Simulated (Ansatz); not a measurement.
# Twisted h-SiC/h-AlN monolayer on bilayer, 52.66° (366 atoms): repeated cells from small to large

Wanted: cost and convergence against size for twisted h-SiC/h-AlN monolayer on bilayer, 52.66° (366 atoms).

Main program and level: Ansatz 0.2.0; Kohn-Sham DFT, PBEsol, PAW (set soft_2), plane waves.

### 1. Starting point

The cell holds 366 atoms: 122 Si, 122 C, 61 Al and 61 N. Cell: a = 24.329 Å, b = 24.329 Å, c = 18.580 Å, α = 90.0°, β = 90.0°, γ = 120.0°. It derives from SiC and AlN. h-SiC (a = 3.1 Å) under h-AlN (a = 3.13 Å), monolayer on bilayer, commensurate cell of 61 unit cells a layer, twist 52.66 deg, both strained to the mean lattice constant; facing planes 3.19, 3.39 Å apart; 12 Å of vacuum; layers as built, displaced by a Gaussian of 0.01 Å. Regions: layer 1, 122 atoms (61 Si and 61 C); layer 2, 122 atoms (61 Si and 61 C); layer 3, 122 atoms (61 Al and 61 N). Vacuum lies along c.

Before any run, some limits are plain. The functional has no dispersion term, which matters for the binding between molecules or layers. Beside vacuum, support functions can miss their usual error bounds without a warning.

### 2. Plane waves, typed cell on a dense mesh

The typed cell on a k-mesh is the yardstick: it samples like Γ on the cell repeated as often as the mesh has points along each axis. Its own convergence isn't tested.

Contents of input.yaml:

```yaml
crystal:
  lattice:
    - [24.3289, 0.0, 0.0]
    - [-12.16445, 21.06945, 0.0]
    - [0.0, 0.0, 18.58]
  atoms:
    - { symbol: Si, position: [0.0879, 0.86351, 0.32384] }
    - { symbol: C, position: [0.09246, 0.79219, 0.32337] }
    - { symbol: Si, position: [0.15332, 0.01125, 0.32338] }
    - { symbol: C, position: [0.15886, 0.93966, 0.32316] }
    - { symbol: Si, position: [0.10392, 0.65032, 0.32304] }
    - { symbol: C, position: [0.10925, 0.57901, 0.32249] }
    - { symbol: Si, position: [0.16916, 0.79759, 0.32355] }
    - { symbol: C, position: [0.17408, 0.72727, 0.32172] }
    - { symbol: Si, position: [0.23569, 0.94598, 0.3224] }
    - { symbol: C, position: [0.24088, 0.87487, 0.3227] }
    - { symbol: Si, position: [0.12098, 0.43753, 0.3229] }
    - { symbol: C, position: [0.12522, 0.36599, 0.32347] }
    - { symbol: Si, position: [0.18606, 0.58459, 0.32223] }
    - { symbol: C, position: [0.19241, 0.51434, 0.32327] }
    - { symbol: Si, position: [0.25158, 0.73147, 0.32385] }
    - { symbol: C, position: [0.25656, 0.66105, 0.3234] }
    - { symbol: Si, position: [0.31675, 0.87974, 0.32184] }
    - { symbol: C, position: [0.32237, 0.80898, 0.32336] }
    - { symbol: Si, position: [0.38274, 0.02772, 0.32214] }
    - { symbol: C, position: [0.38815, 0.95647, 0.32204] }
    - { symbol: Si, position: [0.07084, 0.07701, 0.32217] }
    - { symbol: C, position: [0.07648, 0.00544, 0.32387] }
    - { symbol: Si, position: [0.13631, 0.22319, 0.32302] }
    - { symbol: C, position: [0.14163, 0.15298, 0.32353] }
    - { symbol: Si, position: [0.20193, 0.37122, 0.32266] }
    - { symbol: C, position: [0.20722, 0.30031, 0.3224] }
    - { symbol: Si, position: [0.26839, 0.51953, 0.32354] }
    - { symbol: C, position: [0.27353, 0.44829, 0.32245] }
    - { symbol: Si, position: [0.3331, 0.66625, 0.3222] }
    - { symbol: C, position: [0.33818, 0.59578, 0.32322] }
    - { symbol: Si, position: [0.39878, 0.81467, 0.32271] }
    - { symbol: C, position: [0.40441, 0.74312, 0.32374] }
    [... 328 atom lines left out ...]
    - { symbol: Al, position: [0.05509, 0.76487, 0.67691] }
    - { symbol: "N", position: [0.06068, 0.8414, 0.67748] }
    - { symbol: Al, position: [0.97296, 0.61775, 0.67818] }
    - { symbol: "N", position: [0.97784, 0.69436, 0.67713] }
    - { symbol: Al, position: [0.98875, 0.84624, 0.67596] }
    - { symbol: "N", position: [0.99507, 0.92302, 0.67746] }
kpoints:
  mp_grid: { grid: [3, 3, 1] }
hamiltonian:
  xc: pbesol
scf:
  occupations: { method: fixed }
output:
  forces: true
  populations: true
  dos:
    method: { smearing: { sigma: 0.15 } }
    de: 0.1
    projected: { site_lists: { Al: [Al], C: [C], "N": ["N"], Si: [Si] } }
  eigenvalues: true
```

On the command line:

```
ansatz run input.yaml --threads 5 --pin off --max-ram 81920MiB --backend cuda --events-out ev --progress --plain --runs-dir out
```

Numbers of over 12 decimals in the logs are rounded to 6 here.

What it wrote:

```text
Engine: ansatz 0.2.0, x86_64-unknown-linux-gnu
Pseudopotentials: kind: paw
Pseudopotential: Si, paw, valence charge 4, recommended cutoff 420 eV (normal), Si.paw.azcp
Pseudopotential: C, paw, valence charge 4, recommended cutoff 420 eV (normal), C.paw.azcp
Pseudopotential: Al, paw, valence charge 3, recommended cutoff 420 eV (normal), Al.paw.azcp
Pseudopotential: N, paw, valence charge 5, recommended cutoff 420 eV (normal), N.paw.azcp
[... 3 lines on functional and potentials left out ...]
GPU FFT provider: cuFFT
GPU libraries: cuBLAS 13.8.2, cuFFT 12.4.0, cuSOLVER 12.3.4
Crystal: 366 atoms, lattice volume = 9524.044 Å³
Basis set: ecut = 420 eV, 186069 PW (Γ), exchange–correlation on 360×360×250 points (8 copies of the dense FFT grid, shifted against one another)
Bands: 1098, of which v1, the nominal top of the filled ones, is band 732 counted from 1 (731 counted from 0)
Symmetry: 1 space group operations
Space group: P1 (ITA 1), of the structure as read, at distance tolerance 2.1e-4 Å
k-points: 5 of 9 (time reversal used)
[... 13 lines on functional and potentials left out ...]
Initial density: superposition of atomic densities (neutral atoms: chi_scale 0, normalization atom), corrected by the library's trained network
Initial wavefunctions: pseudopotential atomic-orbital guess
GPU buffer pool allocated for 4050000 grid points (all kernels)
GPU transforms: local potential and band sums: pruned to the plane-wave sphere, on 162×162×125
GPU projectors: on the FFT box's points about the atoms, with room for 2298053 of them (8 bands a pass); a geometry past the room, sums that fail their trial, or a want of GPU memory keeps the tables, and a block in half precision can take them where they are the faster
Functional: x = pbesol(κ = 0.804, μ = 0.123457), c = pbesol(β = 0.046)
SCF iter   1: F=—  HF=-161031.750669 eV  |F-HF|=—  |Δ(HF+E_count)|=         —  Δρ=4.92e-3  dr2=2.99e0  ethr=1.77e-3  ⟨swp⟩=5.0  Hψ=23126  notcnv=0  defer=1802
preconditioner: auto → Resta (q_TF=auto, 1.997 Å⁻¹)  ε∞=3.0  [insulator: Δε(μ)=1.772 eV  Ē_g=10.370 eV  n_scr=1288 (ndim 8)  ℏωp=14.6 eV  f_vac=0.428  ε∞_Penn≈3.0  vacuum switching on, ρ_ref=7.8e-3 e/Å³]
SCF iter   2: F=—  HF=-161031.149316 eV  |F-HF|=—  |Δ(HF+E_count)|=   6.01e-1  Δρ=1.56e-3  dr2=2.93e-1  ethr=2.05e-4  ⟨swp⟩=2.0  Hψ=9491  notcnv=0  defer=1820
SCF iter   3: F=—  HF=-161031.138042 eV  |F-HF|=—  |Δ(HF+E_count)|=   1.13e-2  Δρ=7.85e-4  dr2=7.46e-2  ethr=2.00e-5  ⟨swp⟩=2.0  Hψ=6013  notcnv=0  defer=1820
SCF iter   4: F=—  HF=-161031.144523 eV  |F-HF|=—  |Δ(HF+E_count)|=   6.48e-3  Δρ=2.84e-4  dr2=1.12e-2  ethr=5.09e-6  ⟨swp⟩=2.0  Hψ=7409  notcnv=0  defer=1820
SCF iter   5: F=—  HF=-161031.149476 eV  |F-HF|=—  |Δ(HF+E_count)|=   4.95e-3  Δρ=7.50e-5  dr2=6.54e-4  ethr=7.68e-7  ⟨swp⟩=2.0  Hψ=7389  notcnv=0  defer=1820
SCF iter   6: F=—  HF=-161031.149655 eV  |F-HF|=—  |Δ(HF+E_count)|=   1.79e-4  Δρ=3.11e-5  dr2=2.14e-4  ethr=4.46e-8  ⟨swp⟩=2.0  Hψ=7399  notcnv=0  defer=1751
SCF iter   7: F=—  HF=-161031.149828 eV  |F-HF|=—  |Δ(HF+E_count)|=   1.73e-4  Δρ=9.37e-6  dr2=9.41e-6  ethr=1.46e-8  ⟨swp⟩=2.4  Hψ=7645  notcnv=0  defer=1753
SCF iter   8: F=—  HF=-161031.149528 eV  |F-HF|=—  |Δ(HF+E_count)|=   3.00e-4  Δρ=2.98e-6  dr2=1.22e-6  ethr=6.43e-10  ⟨swp⟩=2.0  Hψ=7399  notcnv=0  defer=1753
SCF iter   9: F=—  HF=-161031.149529 eV  |F-HF|=—  |Δ(HF+E_count)|=   5.59e-7  Δρ=1.11e-6  dr2=1.82e-7  ethr=8.37e-11  ⟨swp⟩=2.0  Hψ=7349  notcnv=0  defer=1753
SCF iter  10: F=-161031.149529 eV  HF=-161031.149529 eV  |F-HF|=4.93e-8  |Δ(HF+E_count)|=   1.03e-7  Δρ=7.26e-7  dr2=8.03e-8  ethr=6.83e-12  ⟨swp⟩=27.0  Hψ=52662  notcnv=0
SCF 1 converged in 10 iterations: F = -161031.149529 eV  dr2 = 8.03e-8
  greatest PAW one-centre occupation: 0.791 electrons in one spin orbital (limit 2), on the N atom at site 327 (counted from 0), in its partial waves of l = 0
SCF converged after 10 iterations
Free energy (F): -161031.149529 eV
Harris-Foulkes:  -161031.149529 eV  (|F-HF|=4.93e-8)
Internal energy: -161031.149529 eV  (E = F + TS)
E sigma→0 (E₀):  -161031.149529 eV
Fermi energy:    0.658008 eV
--- Per-component energies (eV) ---
  E_band       = -7328.657483
  E_kinetic    = 25442.578710
  E_local      = -321206.668420  (includes V_loc(G=0)·N_el)
  E_nonlocal   = 9848.852686
  E_hartree    = 150247.601277
  E_xc         = -18533.098927
  E_vxc        = -19367.363725  (∫ρ·V_xc dr)
  E_paw        = -107741.469990  (= ΣΔE_a)
  E_vpaw       = -2541.234113  (= ΣTr[D̂ρ^β])
  E_aug_tail   = 0.007330  (compensation charges beyond the density's cutoff)
  E_ewald      = 100901.741635
  E_core_change = 9.306171  (= ΣΔE_core)
  E_smearing   = -0.000000  (= −TS)
  E_closure    = 0.000000  (closes the sum)
  Σ components = -161031.149529   (vs F -161031.149529, Δ=0.00e0)
--- Forces (eV/Å), atoms counted from 1 ---
  atom   1  Si    -0.31006660    -0.05957512     0.02857933
  atom   2  C      0.18628731    -0.13937774    -0.07254535
  atom   3  Si    -0.11614485    -0.49808623     0.02682688
  atom   4  C     -0.16221133     0.37572788    -0.09388961
  atom   5  Si    -0.20284217    -0.05237220     0.00078384
  atom   6  C      0.09568052     0.17138089    -0.12660205
  atom   7  Si    -0.20790717     0.64865968    -0.00487603
  atom   8  C      1.03247646    -0.48136557     0.00855015
  atom   9  Si    -0.21931791    -0.46600647     0.10977232
  atom  10  C     -0.24353404    -0.34850374    -0.13073087
  atom  11  Si    -0.22052167     0.12133461     0.10065592
  atom  12  C      0.32268964     0.09494194    -0.15253141
  atom  13  Si    -0.26435997    -0.02021754     0.16572445
  atom  14  C     -0.28162034    -0.35880991    -0.16079282
[...]
atom 365  Al     0.09871264     0.11706862     0.03250813
  atom 366  N     -0.50304983     0.04459187     0.09154474
  max |Σ_I F_I| component: 1.51e-4 eV/Å
--- Band table (eV; the first three rows and the last of 5) ---
  k-point 0: bands = ["-13.6040", "-13.4556", "-13.3723", "-13.3605", [... 1082 levels ...], "7.0757", "7.0787", "7.0837", "7.0934", "7.0950", "7.1042", "7.1058", "7.1107", "7.1138", "7.1225", "7.1256", "7.1416"]
[...]
--- Löwdin populations: 366 sites ---
  site symbol       q [e]
     0     Si      2.9042
     1      C      4.9704
     2     Si      2.9071
[...]
365      N      6.0568
  spilling = 0.011284 (of n_electrons = 1464.000000)
```

Run time: 84 s. Hardware: 1 × NVIDIA H100 80GB HBM3 with 5 threads of AMD EPYC 7R13 (Zen 3), shared host; peak memory 5.9 GiB; 1.8 min of CPU time.

In the SCF lines HF is the Harris–Foulkes energy and dr2 the Hartree energy of the density residual, in eV; the loop may stop once dr2 is under the threshold and the program's other checks hold. Hψ counts applications of the Hamiltonian.

That memory is the host's.

The program notes that it cut back its plan to fit the GPU's memory and it cut back its work space to fit the memory limit.

Numbers from this run:

```
free energy                                      : -161031.1495 eV
free energy per atom                             : -439.9758 eV/atom
SCF cycles                                       : 10
r.m.s. force component                           : 0.3265 eV/Å
longest force                                    : 1.345 eV/Å
Fermi energy                                     : 0.658 eV
gap (highest filled to lowest empty level) : 1.7 eV
spilling of the projection                       : 0.01128
```

The r.m.s. force component of 0.33 eV/Å sets the scale for the differences below.

### 3. Plane waves, 366 atoms

The typed cell is solved at Γ alone, the coarsest sampling of the series.

input.yaml, the sections that differ from step 2:

```yaml
kpoints:
  mp_grid: { grid: [1, 1, 1] }
output:
  forces: true
  eigenvalues: true
# crystal, hamiltonian, scf: as in step 2
```

Elapsed: 6.3 s, on 1 × NVIDIA H100 80GB HBM3 with 5 threads; peak memory 2.4 GiB; 13 s of CPU time.

That memory is the host's; the program planned up to 28 GiB on the GPU.

It converged in 10 SCF cycles; the log is left out.

The energy lies 0.229 meV/atom above the dense-mesh reference.

### 4. Support functions, 366 atoms

The typed cell is solved at Γ alone, now in support functions.

This step: Kohn-Sham DFT, PBEsol, PAW (set soft_2), localised support functions (medium) (Ansatz 0.2.0).

Changes to input.yaml since step 3:

```diff
@@ -13,2 +13,5 @@
   occupations: { method: fixed }
+  eigensolver: { kind: { support_functions: { accuracy: medium } } }
+  mixing: { beta: 0.2 }
+  max_iter: 150
 output:
```

What it wrote:

```text
Warning: scf.eigensolver.kind.support_functions: disabling space-group detection — the functions' gradient is summed over unrotated k-points, so no spatial operation reduces the k-mesh or symmetrises the density; time reversal is kept, so that k and −k are solved as one point where they differ and the mesh holds both, and exact exchange and, on two spinor components, a DFT+U term hold to it where the run has them: [...]
settings of this run that can trade accuracy for cost: scf.eigensolver.kind.support_functions [...]
[...]
device memory: the entry about to start is reckoned to put 11.0 GiB on a device that reports 78.0 GiB free
GPU FFT provider: cuFFT
GPU libraries: cuBLAS 13.8.2, cuFFT 12.4.0, cuSOLVER 12.3.4
Crystal: 366 atoms, lattice volume = 9524.044 Å³
Basis set: ecut = 420 eV, 186069 PW (Γ), exchange–correlation on 360×360×250 points (8 copies of the dense FFT grid, shifted against one another)
Bands: 879, of which v1, the nominal top of the filled ones, is band 732 counted from 1 (731 counted from 0)
Symmetry: 1 space group operations
k-points: 1
[...]
GPU buffer pool allocated for 4050000 grid points (all kernels)
Eigensolver: Support functions (medium, 120×120×90 points, laid for a spacing of at most 0.212739 Å, radius 3.880527 Å, 226 sites without an atom, 2 species' potentials softened for the grid, 4 wholly corrected for its errors in the mean over positions, 4 with the egg-box correction, energy correction by stochastic trace)
[...]
SCF iter   1: F=—  HF=-161327.642867 eV  |F-HF|=—  |Δ(HF+E_count)|=         —  Δρ=1.09e-1  dr2=1.55e3  ethr=1.00e-1
[...]
SCF iter  18: F=—  HF=-161031.874119 eV  |F-HF|=—  |Δ(HF+E_count)|=   1.55e-3  Δρ=1.22e-5  dr2=2.86e-5  ethr=2.33e-9  κ⁻¹=1.3e-5(r=7)
SCF iter  19: F=-161031.874114 eV  HF=-161031.874115 eV  |F-HF|=8.42e-7  |Δ(HF+E_count)|=   4.85e-6  Δρ=4.57e-6  dr2=2.72e-6  ethr=1.96e-9
SCF 1 converged in 19 iterations: F = -161031.906357 eV  dr2 = 2.72e-6
[...]
SCF converged after 19 iterations
Stability not checked: this state was not tested for a lower state beside it, because the mixer in use, unlike msr1, does not test its closes by its own steps (another_mixer; see scf.mixing.algorithm and scf.lower_state_search)
Free energy (F): -161031.906357 eV
[...]
Internal energy: -161031.906357 eV  (E = F + TS)
E sigma→0 (E₀):  -161031.906357 eV
Fermi energy:    0.659815 eV
[...]
Σ components = -161031.906357   (vs F -161031.906357, Δ=0.00e0)
--- Forces (eV/Å), atoms counted from 1 ---
  atom   1  Si    -0.30975795    -0.05915114     0.02777187
  atom   2  C      0.18561550    -0.13992999    -0.07335356
  atom   3  Si    -0.11654856    -0.49769563     0.02589836
  atom   4  C     -0.16209967     0.37542372    -0.09464580
[...]
atom 366  N     -0.50322672     0.04477697     0.09178586
  max |Σ_I F_I| component: 1.80e-2 eV/Å
--- Band table (eV) ---
[...]
```

Wall time 11 s (1 × NVIDIA H100 80GB HBM3 with 5 threads); peak memory 2.6 GiB; 21 s of CPU time.

That memory is the host's; the program planned up to 11 GiB on the GPU.

The program notes that the band table was not solved further than the SCF left it and it switched symmetry off.

The energy lies 2.07 meV/atom below the dense-mesh reference, and 2.3 meV/atom below plane waves of the same size, an offset between the two bases that leaves the sampling error alike.

### 5. Support functions, 1464 atoms

The repeated cell is solved at Γ in support functions.

Changes to input.yaml since step 4:

```diff
@@ -7,2 +7,3 @@
     [... the 366 atom lines of step 2 ...]
+  supercell: [2, 2, 1]
 kpoints:
```

Elapsed: 52 s, on 1 × NVIDIA H100 80GB HBM3 with 5 threads; peak memory 7.9 GiB.

That memory is the host's; the program planned up to 39.3 GiB on the GPU.

The program repeats the typed cell 2×2×1 times, 1464 atoms in all; totals in the log are those of the whole repeated cell, and force differences are taken after averaging over the copies of each atom.

It converged in 20 SCF cycles; the log is left out.

The energy lies 2.29 meV/atom below the dense-mesh reference.

### 6. Truncated density matrix, 1464 atoms

Cutting the density matrix at a range is meant to remove the step that grows fastest with size; it needs a cell with a gap.

This step: Kohn-Sham DFT, PBEsol, PAW (set soft_2), localised support functions (medium), truncated density matrix (Ansatz 0.2.0).

input.yaml, the sections that differ from step 5:

```yaml
scf:
  occupations: { method: fixed }
  eigensolver:
    kind:
      support_functions: { accuracy: medium, density_matrix: { truncated: {} } }
    mixed_precision: true
  mixing: { beta: 0.2 }
  max_iter: 150
output:
  forces: true
# crystal, kpoints, hamiltonian: as in step 5
```

What it wrote:

```text
[...]
GPU FFT provider: cuFFT
GPU libraries: cuBLAS 13.8.2, cuFFT 12.4.0, cuSOLVER 12.3.4
Crystal: 1464 atoms, lattice volume = 38096.175 Å³
Basis set: ecut = 420 eV, 744483 PW (Γ), exchange–correlation on 720×720×250 points (8 copies of the dense FFT grid, shifted against one another)
Bands: 3014, of which v1, the nominal top of the filled ones, is band 2928 counted from 1 (2927 counted from 0)
Symmetry: 1 space group operations
k-points: 1
[...]
GPU buffer pool allocated for 16200000 grid points (all kernels)
[...]
SCF iter   1: F=—  HF=-645310.930567 eV  |F-HF|=—  |Δ(HF+E_count)|=         —  Δρ=1.09e-1  dr2=6.20e3  ethr=1.00e-1
[...]
SCF iter  20: F=—  HF=-644127.842239 eV  |F-HF|=—  |Δ(HF+E_count)|=   2.61e-5  Δρ=3.31e-6  dr2=7.68e-6  ethr=2.65e-10  κ⁻¹=2.1e-5(r=7)
SCF iter  21: F=-644127.842199 eV  HF=-644127.842200 eV  |F-HF|=1.02e-6  |Δ(HF+E_count)|=   3.89e-5  Δρ=2.07e-6  dr2=2.95e-6  ethr=1.31e-10
WARN: states of the grid below an occupied one that the support functions miss were sought only among those that the levels near the highest filled one couple to: one that couples little to each, as a local one in a large cell, is not found (with such a state the run ended in a higher one, [...]
SCF 1 converged in 21 iterations: F = -644127.953583 eV  dr2 = 2.95e-6
[...]
SCF converged after 21 iterations
[...]
Free energy (F): -644127.953583 eV
[...]
Internal energy: -644127.953583 eV  (E = F + TS)
E sigma→0 (E₀):  -644127.953583 eV
Fermi energy:    0.658163 eV
[...]
Σ components = -644127.953583   (vs F -644127.953583, Δ=0.00e0)
--- Forces (eV/Å), atoms counted from 1 ---
  atom   1  Si    -0.30989244    -0.05953049     0.02870870
  atom   2  C      0.18622307    -0.13954254    -0.07245905
  atom   3  Si    -0.11616027    -0.49771666     0.02693133
  atom   4  C     -0.16233623     0.37536976    -0.09376808
  atom   5  Si    -0.20261228    -0.05222271     0.00080291
  atom   6  C      0.09558603     0.17118948    -0.12652716
  [... forces on the other 1458 atoms ...]
  max |Σ_I F_I| component: 1.82e-2 eV/Å
```

It took 59 s on 1 × NVIDIA H100 80GB HBM3 with 5 threads; peak memory 7.8 GiB; 92 s of CPU time.

That memory is the host's; the program planned up to 39.8 GiB on the GPU.

The program repeats the typed cell 2×2×1 times, 1464 atoms in all; totals in the log are those of the whole repeated cell, and force differences are taken after averaging over the copies of each atom.

The program notes that the search for missed states was only partial.

The energy lies 2.29 meV/atom below the dense-mesh reference.

[end of part 1 of 2]

[Logs are printed without paths, hosts, clocks, repeated set-up lines and the standing remarks that a program may print on its own settings, such as how far it seeks lower states.]

[Hosts, paths, dates, database ids (printed as entryN), source tags and the programs' standing remarks are cut or masked in the printed files.]
